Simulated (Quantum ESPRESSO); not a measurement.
# Voltage at the next charge: Pd(100), 5 layers against an electrode

**Set-up.** Quantum ESPRESSO 7.5, PBE, GBRV ultrasoft; ESM with bc3, a metal electrode 5.95 Å above the top atoms; cell area 7.566 Å²; ions fixed. V is the potential energy of an electron at the electrode over the slab's Fermi level, divided by e, so that it equals the work function at zero charge; positive charge removes electrons.

```tsv
charge (e a cell)	V (V)
0	5.123
0.0113	6.323
0.0227	7.546
```

**Question.** What is V at a charge of 0.0454 e, and what capacitance do the rows imply?

**Fit.** The last two rows give dV/dq = (7.546 − 6.323)/(0.0227 − 0.0113) = 107.3 V/e, so C = 1602/(7.566 × 107.3) = 1.97 µF/cm², an effective gap of 8.854/1.97 = 4.49 Å. At constant C, V = 7.546 + 107.3 × 0.0227 = 9.98 V.

**The withheld run.** V = 10.016 V; the estimate misses by −0.03 V, 1.4 % of the step. Over the three intervals C goes 1.99, 1.97 and 1.95 µF/cm².

**Limits.** Vacuum fills the gap; a dielectric or electrolyte would change C. The slab is thin.

[Logs are printed without paths, hosts, clocks, repeated set-up lines and the standing remarks that a program may print on its own settings, such as how far it seeks lower states.]
